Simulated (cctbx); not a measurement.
**Lattice, Laue class and space group of a new crystal**

Cell: a = 7.5170 Å, b = 7.5170 Å, c = 4.2000 Å, α = 90.00°, β = 90.00°, γ = 90.00°. Expected content of the cell: Pb4 Cd4 Zr2.

Simulated single-crystal data (cctbx): synchrotron X-rays, λ = 0.6889 Å, to d = 0.75 Å, 80 % of the full sphere, strongest reflection 40000 counts, noise from counting, a 3 % proportional error and a noise floor of 4 counts (s.d.); no absorption.

A first pass over the reflections prints:

```text
1848 reflections to d = 0.751 A
centring   violations  <I/sigma> of those
    A        791 of   924     18.4
    B        806 of   935     18.8
    C        757 of   941     18.7
    I        803 of   920     18.9
    R       1095 of  1249     19.3
    F       1177 of  1400     18.6
Laue class    unique    Rint  (classes that these axes allow; Friedel mates merged)
P -1             1118   0.020
P 1 2/m 1         631   0.023
P 1 1 2/m         661   0.023
P 2/m 1 1         633   0.023
P m m m           383   0.024
P 4/m             337   0.025
P 4/m m m         210   0.026
space group    extra absences  I>4sigma  <I/sigma>
P 4 2 2                 0          0         -  acentric
P 4 21 2               17          0       0.1  acentric
P 4 m m                 0          0         -  acentric
P 4 b m               141          0       0.2  acentric
P -4 2 m                0          0         -  acentric
P -4 21 m              17          0       0.1  acentric
P -4 m 2                0          0         -  acentric
P -4 b 2              141          0       0.2  acentric
P 4/m m m               0          0         -  centric
P 4/m b m             141          0       0.2  centric
Wilson B = 0.75 A^2   <|E^2-1|> = 0.785 (0.968 centric, 0.736 acentric)   E^2>4: 0.0 %
shell (A)         n   <I/sigma>
 7.52 - 1.50     35     46.7
 1.50 - 1.19     29     55.7
 1.19 - 1.04     22     56.3
 1.04 - 0.95     28     52.1
 0.95 - 0.88     23     61.2
 0.88 - 0.83     25     44.2
 0.83 - 0.78     24     54.6
 0.78 - 0.75     24     45.9
```

Q: Read the symmetry from these tables.

Every centring test has many violations, so the lattice is primitive.

Rint stays low (0.020 to 0.026) up to P 4/m m m, the highest class in these axes.

10 settings pass the absence test. The most absences obeyed, 141, belong to P 4 b m, P -4 b 2 and P 4/m b m, which absences can't tell apart.

⟨|E²−1|⟩ = 0.785 leans to a non-centrosymmetric structure. Here that hint misleads: the statistic assumes many like atoms on general positions, and few, heavy or special-position atoms break it. The Wilson B of 0.75 Å² means U ≈ 0.0095 Å².

The true group is P4/mbm (no. 127), Laue class 4/mmm, centrosymmetric. The tables only narrow the choice to the tied entries; cell content, site symmetry and trial solutions must settle it.

This is a model crystal, built by substitution and not relaxed, with assumed displacement parameters.

[Logs are printed without paths, hosts, clocks, repeated set-up lines and the standing remarks that a program may print on its own settings, such as how far it seeks lower states.]
